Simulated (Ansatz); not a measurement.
# Na on Ti(0001): change of the work function, part 2 of 3

Wanted: Δφ(θ) for Na/Ti(0001), starting from the fcc site.

Ansatz 0.2.0; plane-wave DFT, PBE, Ansatz PAW.

So far, work function, upper face (eV): step 2 (the clean slab) 4.37.

### 3. Adsorbate added, k-mesh 4×4×1, coverage 0.111 ML

System of this step: Na/Ti(0001). The cell holds 37 atoms: 36 Ti and 1 Na. Cell: a = 8.850 Å, b = 8.850 Å, c = 27.815 Å, α = 90.0°, β = 90.0°, γ = 60.0°. Vacuum lies along c.

The clean slab as it ended is repeated in the plane and the adsorbate is set on one face; the cell's size fixes the coverage, and the k-mesh shrinks with it to keep the sampling density about even. Adsorbate and upper layers relax, since the dipole depends on the height.

Input file input.yaml:

```yaml
crystal:
  lattice:
    - [8.8500000001, 0.0, 0.0]
    - [4.425, 7.6643248235, 0.0]
    - [0.0, 0.0, 27.8150629669]
  atoms:
    - { symbol: Ti, position: [0.2222222222, 0.2222222222, 0.3235656885] }
    - { symbol: Ti, position: [0.0, 0.0, 0.4077754565] }
    - { symbol: Ti, position: [0.2222222222, 0.2222222222, 0.4944300801] }
    - { symbol: Ti, position: [0.0, 0.0, 0.572397722] }
    - { symbol: Ti, position: [0.2222222222, 0.5555555556, 0.3235656885] }
    - { symbol: Ti, position: [0.0, 0.3333333333, 0.4077754565] }
    - { symbol: Ti, position: [0.2222222222, 0.5555555556, 0.4944300801] }
    - { symbol: Ti, position: [0.0, 0.3333333333, 0.572397722] }
    - { symbol: Ti, position: [0.2222222222, 0.8888888889, 0.3235656885] }
    - { symbol: Ti, position: [0.0, 0.6666666667, 0.4077754565] }
    - { symbol: Ti, position: [0.2222222222, 0.8888888889, 0.4944300801] }
    - { symbol: Ti, position: [0.0, 0.6666666667, 0.572397722] }
    - { symbol: Ti, position: [0.5555555556, 0.2222222222, 0.3235656885] }
    - { symbol: Ti, position: [0.3333333333, 0.0, 0.4077754565] }
    - { symbol: Ti, position: [0.5555555556, 0.2222222222, 0.4944300801] }
    - { symbol: Ti, position: [0.3333333333, 0.0, 0.572397722] }
    - { symbol: Ti, position: [0.5555555556, 0.5555555556, 0.3235656885] }
    - { symbol: Ti, position: [0.3333333333, 0.3333333333, 0.4077754565] }
    - { symbol: Ti, position: [0.5555555556, 0.5555555556, 0.4944300801] }
    - { symbol: Ti, position: [0.3333333333, 0.3333333333, 0.572397722] }
    - { symbol: Ti, position: [0.5555555556, 0.8888888889, 0.3235656885] }
    - { symbol: Ti, position: [0.3333333333, 0.6666666667, 0.4077754565] }
    - { symbol: Ti, position: [0.5555555556, 0.8888888889, 0.4944300801] }
    - { symbol: Ti, position: [0.3333333333, 0.6666666667, 0.572397722] }
    - { symbol: Ti, position: [0.8888888889, 0.2222222222, 0.3235656885] }
    - { symbol: Ti, position: [0.6666666667, 0.0, 0.4077754565] }
    - { symbol: Ti, position: [0.8888888889, 0.2222222222, 0.4944300801] }
    - { symbol: Ti, position: [0.6666666667, 0.0, 0.572397722] }
    - { symbol: Ti, position: [0.8888888889, 0.5555555556, 0.3235656885] }
    - { symbol: Ti, position: [0.6666666667, 0.3333333333, 0.4077754565] }
    - { symbol: Ti, position: [0.8888888889, 0.5555555556, 0.4944300801] }
    - { symbol: Ti, position: [0.6666666667, 0.3333333333, 0.572397722] }
    - { symbol: Ti, position: [0.8888888889, 0.8888888889, 0.3235656885] }
    - { symbol: Ti, position: [0.6666666667, 0.6666666667, 0.4077754565] }
    - { symbol: Ti, position: [0.8888888889, 0.8888888889, 0.4944300801] }
    - { symbol: Ti, position: [0.6666666667, 0.6666666667, 0.572397722] }
    - { symbol: Na, position: [0.1111111111, 0.1111111111, 0.6764343115] }
kpoints:
  mp_grid: { grid: [4, 4, 1] }
hamiltonian:
  xc: pbe
scf:
  occupations: { method: fermi_dirac, width: 0.1 }
  convergence: { dr2_threshold: 1.0e-08 }
efield:
  axis: 3
  dipole_correction: true
  ramp_position: 0.97
  ramp_width: 0.06
relax:
  f_tol: 0.02
  max_steps: 60
  constraints:
    - { sites: [0, 1, 4, 5, 8, 9, 12, 13, 16, 17, 20, 21, 24, 25, 28, 29, 32, 33] }
output:
  write_potential: true
  write_density: true
  volumetric_format: npy
```

Run with:

```console
> ansatz run input.yaml --threads 4 --pin off --max-ram 16384MiB --backend cpu --events-out ev --progress --plain --runs-dir out
```

The log of the run:

```text
[...]
Crystal: 37 atoms, lattice volume = 1886.676 Å³
Basis set: ecut = 420 eV, 36903 PW (Γ), exchange–correlation on 120×120×384 points (8 copies of the dense FFT grid, shifted against one another)
Bands: 265, of which v1, the nominal top of the filled ones, is band 221 counted from 1 (220 counted from 0)
Symmetry: 6 space group operations
[...]
k-points: 4 of 16 (time reversal used)
[...]
SCF iter   1: F=—  HF=-91459.177383 eV  |F-HF|=—  |Δ(HF+E_count)|=         —  Δρ=6.06e-3  dr2=5.21e0  ethr=1.77e-3  p=0.556 e·Å  D=5.33e-2 V/Å  ΔV_dip=-1.48 eV  dr2_dipole=1.38e0  V_vac-E_F(+/−)=2.61/4.09 eV  ⟨swp⟩=11.0  Hψ=5337  notcnv=0
[...]
SCF iter  11: F=-91459.076080 eV  HF=-91459.076080 eV  |F-HF|=4.44e-9  |Δ(HF+E_count)|=   9.04e-8  Δρ=2.85e-7  dr2=2.00e-9  ethr=2.27e-12  p=0.551 e·Å  D=5.29e-2 V/Å  ΔV_dip=-1.47 eV  dr2_dipole=5.95e-13  V_vac-E_F(+/−)=2.95/4.42 eV  ⟨swp⟩=24.8  Hψ=11316  notcnv=0
SCF 1 converged in 11 iterations: F = -91459.076080 eV  dr2 = 2.00e-9
[...]
relax step   1: F+E_penalty+E_count = -91459.07608008 eV  Δ(F+E_penalty+E_count) = +0.000e0 eV  max|allowed force component| = 1.276e-1 eV/Å  Δτ_max = 0.0000 Å  (11 SCF iters, accepted)
[...]
SCF iter  10: F=-91459.102286 eV  HF=-91459.102286 eV  |F-HF|=5.34e-9  |Δ(HF+E_count)|=   2.76e-8  Δρ=1.60e-7  dr2=1.04e-9  ethr=2.27e-12  p=0.533 e·Å  D=5.11e-2 V/Å  ΔV_dip=-1.42 eV  dr2_dipole=4.01e-12  V_vac-E_F(+/−)=3.00/4.42 eV  ⟨swp⟩=12.2  Hψ=6430  notcnv=0
SCF 2 converged in 10 iterations: F = -91459.102286 eV  dr2 = 1.04e-9
relax step   2: F+E_penalty+E_count = -91459.10228643 eV  Δ(F+E_penalty+E_count) = -2.621e-2 eV  max|allowed force component| = 1.037e-1 eV/Å  Δτ_max = 0.0740 Å  (10 SCF iters, accepted)
SCF iter   1: F=—  HF=-91459.110083 eV  |F-HF|=—  |Δ(HF+E_count)|=         —  Δρ=1.05e-3  dr2=2.57e-1  ethr=9.89e-5  p=0.533 e·Å  D=5.11e-2 V/Å  ΔV_dip=-1.42 eV  dr2_dipole=5.23e-2  V_vac-E_F(+/−)=3.00/4.42 eV  ⟨swp⟩=2.0  Hψ=1642  notcnv=0
[...]
SCF iter   9: F=-91459.106686 eV  HF=-91459.106686 eV  |F-HF|=4.45e-9  |Δ(HF+E_count)|=   2.39e-8  Δρ=1.44e-7  dr2=8.33e-10  ethr=2.27e-12  p=0.525 e·Å  D=5.04e-2 V/Å  ΔV_dip=-1.40 eV  dr2_dipole=3.25e-11  V_vac-E_F(+/−)=3.02/4.42 eV  ⟨swp⟩=13.5  Hψ=7338  notcnv=0
SCF 3 converged in 9 iterations: F = -91459.106686 eV  dr2 = 8.33e-10
relax step   3: F+E_penalty+E_count = -91459.10668592 eV  Δ(F+E_penalty+E_count) = -4.399e-3 eV  max|allowed force component| = 5.096e-2 eV/Å  Δτ_max = 0.0151 Å  (9 SCF iters, accepted)
SCF iter   1: F=—  HF=-91459.106345 eV  |F-HF|=—  |Δ(HF+E_count)|=         —  Δρ=2.85e-4  dr2=1.05e-2  ethr=2.74e-4  p=0.525 e·Å  D=5.04e-2 V/Å  ΔV_dip=-1.40 eV  dr2_dipole=1.77e-3  V_vac-E_F(+/−)=3.02/4.42 eV  ⟨swp⟩=1.0  Hψ=1252  notcnv=0
[...]
SCF iter   7: F=-91459.107447 eV  HF=-91459.107447 eV  |F-HF|=2.17e-8  |Δ(HF+E_count)|=   1.23e-7  Δρ=4.11e-7  dr2=3.79e-9  ethr=2.27e-12  p=0.517 e·Å  D=4.96e-2 V/Å  ΔV_dip=-1.38 eV  dr2_dipole=4.70e-11  V_vac-E_F(+/−)=3.04/4.42 eV  ⟨swp⟩=14.5  Hψ=9536  notcnv=0
SCF 4 converged in 7 iterations: F = -91459.107447 eV  dr2 = 3.79e-9
relax step   4: F+E_penalty+E_count = -91459.10744749 eV  Δ(F+E_penalty+E_count) = -7.616e-4 eV  max|allowed force component| = 4.535e-3 eV/Å  Δτ_max = 0.0248 Å  (7 SCF iters, accepted)
NSCF: frozen V_eff on 4 k-points
[...]
WARN: The output density's exchange-correlation potential varies sharply where the density is thin. Do not read a vacuum level from v_tot or v_xc, or from such a field of the output density. On a cell that repeats whose density bears no net charge and no dipole along the vacuum's axis use v_es (v_loc + v_h of the components); under efield.dipole_correction with no amplitude use v_es + v_field, which holds any externa [...]
SCF converged after 7 iterations
Free energy (F): -91459.107447 eV
[...]
Internal energy: -91456.870365 eV  (E = F + TS)
E sigma→0 (E₀):  -91457.988906 eV
Entropy (-TS):   -2.237082 eV (-60.462 meV/atom)
Fermi energy:    2.133316 eV
Dipole field:    D = 0.049617 V/Å  (p = 0.517328 e·Å, saw-weighted, corrected)
Work function:   Φ+ = 3.0386 eV   Φ− = 4.4187 eV
[...]
--- Forces (eV/Å), atoms counted from 1 ---
  atom   1  Ti    -0.00931048    -0.00537541     0.58469284
  atom   2  Ti     0.00219604     0.00126788    -0.62609518
  atom   3  Ti     0.00340975     0.00196862    -0.00387738
  atom   4  Ti     0.00145757     0.00084153     0.00054672
  atom   5  Ti    -0.00529016     0.00305427     0.60980886
  atom   6  Ti     0.00000000    -0.00253577    -0.62609518
  atom   7  Ti    -0.00389890     0.00225103    -0.00084525
  atom   8  Ti     0.00000000    -0.00168305     0.00054672
  atom   9  Ti    -0.00000000     0.01075082     0.58469284
  atom  10  Ti     0.03556483    -0.02053336    -0.57151772
  atom  11  Ti     0.00000000    -0.00393724    -0.00387738
  atom  12  Ti     0.00130697    -0.00075458     0.00156779
  atom  13  Ti     0.00000000    -0.00610855     0.60980886
  atom  14  Ti    -0.00219604     0.00126788    -0.62609518
  atom  15  Ti     0.00000000    -0.00450206    -0.00084525
  atom  16  Ti    -0.00145757     0.00084153     0.00054672
  atom  17  Ti     0.00529016     0.00305427     0.60980886
  atom  18  Ti     0.02559612     0.01477793    -0.58907515
  atom  19  Ti     0.00389890     0.00225103    -0.00084525
  atom  20  Ti    -0.00209190    -0.00120776     0.00144411
  atom  21  Ti    -0.00559308     0.00322917     0.59409945
  atom  22  Ti     0.00000000    -0.02955586    -0.58907515
  atom  23  Ti    -0.00392712     0.00226732    -0.00008381
  atom  24  Ti    -0.00000000     0.00241552     0.00144411
  atom  25  Ti     0.00931048    -0.00537541     0.58469284
  atom  26  Ti    -0.00000000     0.04106672    -0.57151772
  atom  27  Ti    -0.00340975     0.00196862    -0.00387738
  atom  28  Ti    -0.00000000     0.00150916     0.00156779
  atom  29  Ti     0.00000000    -0.00645833     0.59409945
  atom  30  Ti    -0.02559612     0.01477793    -0.58907515
  atom  31  Ti     0.00000000    -0.00453464    -0.00008381
  atom  32  Ti     0.00209190    -0.00120776     0.00144411
  atom  33  Ti     0.00559308     0.00322917     0.59409945
  atom  34  Ti    -0.03556483    -0.02053336    -0.57151772
  atom  35  Ti     0.00392712     0.00226732    -0.00008381
  atom  36  Ti    -0.00130697    -0.00075458     0.00156779
  atom  37  Na    -0.00000000    -0.00000000    -0.00200379
  max |Σ_I F_I| component: 7.96e-6 eV/Å
--- Band table (eV) ---
  k-point 0: bands = [... 217 lower, 2.1086, 2.1086, 2.1141, 2.1866, 2.2084, 2.2084, 2.2161, 2.2161, ... 40 higher]
  k-point 1: bands = [... 217 lower, 2.0757, 2.0778, 2.1158, 2.1240, 2.1432, 2.2081, 2.2191, 2.2345, ... 40 higher]
  k-point 2: bands = [... 217 lower, 2.0441, 2.0526, 2.1521, 2.1538, 2.1547, 2.1591, 2.2316, 2.2511, ... 40 higher]
  k-point 3: bands = [... 217 lower, 2.0317, 2.0681, 2.1352, 2.1413, 2.1495, 2.2032, 2.2111, 2.2186, ... 40 higher]
--- Relaxed structure (4 steps of the walk, 4 accepted, 0 SCFs on fresh bases) ---
  F+E_penalty+E_count = -91459.10744749 eV   max|allowed force component| = 4.535e-3 eV/Å
  atoms:
    - { symbol: Ti, position: [0.222222, 0.222222, 0.323566] }
    - { symbol: Ti, position: [1.111110e-11, 1.111110e-11, 0.407775] }
    - { symbol: Ti, position: [0.223173, 0.223173, 0.493168] }
    - { symbol: Ti, position: [0.000370848, 0.000370848, 0.570700] }
    - { symbol: Ti, position: [0.222222, 0.555556, 0.323566] }
    - { symbol: Ti, position: [1.111111e-11, 0.333333, 0.407775] }
    - { symbol: Ti, position: [0.221936, 0.555699, 0.495240] }
    - { symbol: Ti, position: [0.000370848, 0.332592, 0.570700] }
    - { symbol: Ti, position: [0.222222, 0.888889, 0.323566] }
    - { symbol: Ti, position: [-2.222228e-11, 0.666667, 0.407775] }
    - { symbol: Ti, position: [0.223173, 0.886987, 0.493168] }
    - { symbol: Ti, position: [-0.00175762, 0.667545, 0.573393] }
    - { symbol: Ti, position: [0.555556, 0.222222, 0.323566] }
    - { symbol: Ti, position: [0.333333, 1.111110e-11, 0.407775] }
    - { symbol: Ti, position: [0.555699, 0.221936, 0.495240] }
    - { symbol: Ti, position: [0.332592, 0.000370848, 0.570700] }
    - { symbol: Ti, position: [0.555556, 0.555556, 0.323566] }
    - { symbol: Ti, position: [0.333333, 0.333333, 0.407775] }
    - { symbol: Ti, position: [0.555699, 0.555699, 0.495240] }
    - { symbol: Ti, position: [0.331588, 0.331588, 0.573424] }
    - { symbol: Ti, position: [0.555556, 0.888889, 0.323566] }
    - { symbol: Ti, position: [0.333333, 0.666667, 0.407775] }
    - { symbol: Ti, position: [0.558332, 0.887501, 0.493734] }
    - { symbol: Ti, position: [0.331588, 0.670157, 0.573424] }
    - { symbol: Ti, position: [0.888889, 0.222222, 0.323566] }
    - { symbol: Ti, position: [0.666667, -2.222223e-11, 0.407775] }
    - { symbol: Ti, position: [0.886987, 0.223173, 0.493168] }
    - { symbol: Ti, position: [0.667545, -0.00175762, 0.573393] }
    - { symbol: Ti, position: [0.888889, 0.555556, 0.323566] }
    - { symbol: Ti, position: [0.666667, 0.333333, 0.407775] }
    - { symbol: Ti, position: [0.887501, 0.558332, 0.493734] }
    - { symbol: Ti, position: [0.670157, 0.331588, 0.573424] }
    - { symbol: Ti, position: [0.888889, 0.888889, 0.323566] }
    - { symbol: Ti, position: [0.666667, 0.666667, 0.407775] }
    - { symbol: Ti, position: [0.887501, 0.887501, 0.493734] }
    - { symbol: Ti, position: [0.667545, 0.667545, 0.573393] }
    - { symbol: Na, position: [0.111111, 0.111111, 0.672340] }
```

Elapsed: 9.1 min, on 4 threads of Arm Neoverse V1, shared host; peak memory 8.1 GiB.

Relaxation path:

```tsv
step	energy less that of the first step (eV)	largest force component (eV/Å)
1	0.0000	0.1276
2	-0.0262	0.1037
3	-0.0306	0.0510
4	-0.0314	0.0045
```

The run keeps the 6 symmetry operations that the program found, so distortions that break them were not tested.

The atoms that moved most (Å):

```tsv
atom	dx	dy	dz	length
Na37	0.000	0.000	-0.114	0.114
Ti8	0.000	-0.006	-0.047	0.048
Ti16	-0.005	0.003	-0.047	0.048
Ti4	0.005	0.003	-0.047	0.048
Ti20	-0.023	-0.013	0.029	0.039
Ti32	0.023	-0.013	0.029	0.039
Ti24	0.000	0.027	0.029	0.039
Ti27	-0.013	0.007	-0.035	0.038
```

The relaxed structure:

```cif
data_structure
_symmetry_space_group_name_H-M 'P 1'
_symmetry_Int_Tables_number 1
_cell_length_a 8.8500
_cell_length_b 8.8500
_cell_length_c 27.8151
_cell_angle_alpha 90.000
_cell_angle_beta 90.000
_cell_angle_gamma 60.000
_cell_volume 1886.68
loop_
_atom_site_label
_atom_site_type_symbol
_atom_site_fract_x
_atom_site_fract_y
_atom_site_fract_z
_atom_site_occupancy
Ti1 Ti 0.22222 0.22222 0.32357 1
Ti2 Ti 0.00000 0.00000 0.40778 1
Ti3 Ti 0.22317 0.22317 0.49317 1
Ti4 Ti 0.00037 0.00037 0.57070 1
Ti5 Ti 0.22222 0.55556 0.32357 1
Ti6 Ti 0.00000 0.33333 0.40778 1
Ti7 Ti 0.22194 0.55570 0.49524 1
Ti8 Ti 0.00037 0.33259 0.57070 1
Ti9 Ti 0.22222 0.88889 0.32357 1
Ti10 Ti 0.00000 0.66667 0.40778 1
Ti11 Ti 0.22317 0.88699 0.49317 1
Ti12 Ti 0.99824 0.66755 0.57339 1
Ti13 Ti 0.55556 0.22222 0.32357 1
Ti14 Ti 0.33333 0.00000 0.40778 1
Ti15 Ti 0.55570 0.22194 0.49524 1
Ti16 Ti 0.33259 0.00037 0.57070 1
Ti17 Ti 0.55556 0.55556 0.32357 1
Ti18 Ti 0.33333 0.33333 0.40778 1
Ti19 Ti 0.55570 0.55570 0.49524 1
Ti20 Ti 0.33159 0.33159 0.57342 1
Ti21 Ti 0.55556 0.88889 0.32357 1
Ti22 Ti 0.33333 0.66667 0.40778 1
Ti23 Ti 0.55833 0.88750 0.49373 1
Ti24 Ti 0.33159 0.67016 0.57342 1
Ti25 Ti 0.88889 0.22222 0.32357 1
Ti26 Ti 0.66667 0.00000 0.40778 1
Ti27 Ti 0.88699 0.22317 0.49317 1
Ti28 Ti 0.66755 0.99824 0.57339 1
Ti29 Ti 0.88889 0.55556 0.32357 1
Ti30 Ti 0.66667 0.33333 0.40778 1
Ti31 Ti 0.88750 0.55833 0.49373 1
Ti32 Ti 0.67016 0.33159 0.57342 1
Ti33 Ti 0.88889 0.88889 0.32357 1
Ti34 Ti 0.66667 0.66667 0.40778 1
Ti35 Ti 0.88750 0.88750 0.49373 1
Ti36 Ti 0.66755 0.66755 0.57339 1
Na37 Na 0.11111 0.11111 0.67234 1
```

Numbers from this step:

```
energy at zero smearing        : -91457.9889 eV
work function, upper face      : 3.039 eV
work function, lower face      : 4.419 eV
dipole along the normal        : 0.5173 e·Å
step between the vacuum levels : -1.380 eV
```

Running mean over 2.342 Å of the planar mean; the ramp of the sawtooth is left out. The electron's electrostatic potential energy less the Fermi level by z:

z (Å), electron's electrostatic potential energy less the Fermi level (eV) and a bar from the least value:
```
      3.5       4.42 ##############################
      4.0       4.42 ##############################
      4.5       4.41 ##############################
      5.0       4.40 ##############################
      5.5       4.36 ##############################
      6.0       4.24 ##############################
      6.5       3.88 #############################
      7.0       2.89 ##########################
      7.5       0.38 ####################
      8.0      -3.13 ###########
      8.5      -5.87 ####
      9.0      -6.74 ##
      9.5      -6.71 ##
     10.0      -6.59 ##
     10.5      -6.56 ###
     11.0      -6.58 ###
     11.5      -6.57 ###
     12.0      -6.42 ###
     12.5      -6.31 ###
     13.0      -6.37 ###
     13.5      -6.59 ##
     14.0      -6.92 ##
     14.5      -7.46 
     15.0      -7.58 
     15.5      -7.25 #
     16.0      -6.75 ##
     16.5      -5.55 #####
     17.0      -2.70 ############
     17.5       0.40 ####################
     18.0       2.18 ########################
     18.5       2.67 ##########################
     19.0       2.70 ##########################
     19.5       2.69 ##########################
     20.0       2.85 ##########################
     20.5       2.99 ##########################
     21.0       3.02 ###########################
     21.5       3.03 ###########################
     22.0       3.04 ###########################
     22.5       3.04 ###########################
     23.0       3.04 ###########################
     23.5       3.04 ###########################
     24.0       3.04 ###########################
     24.5       3.04 ###########################
```

The relaxation took 4 steps and lowered the energy by 0.031 eV; the largest force on the free atoms ends at 0.0045 eV/Å.

The covered face has 3.04 eV, -1.33 eV against the clean one; the bare back face has moved by -0.00 eV, a measure of how thin the slab is.

[end of part 2 of 3]

[Long decimals in the printed logs are rounded to 6 places.]

[Logs are printed without paths, hosts, clocks, repeated set-up lines and the standing remarks that a program may print on its own settings, such as how far it seeks lower states.]

[Hosts, paths, dates, database ids (printed as entryN), source tags and the programs' standing remarks are cut or masked in the printed files.]

[Maps of the electrostatic potential energy from Ansatz leave out the sawtooth potential of an applied field or a dipole correction, so their vacuum need not be flat; planar profiles and work functions include it.]
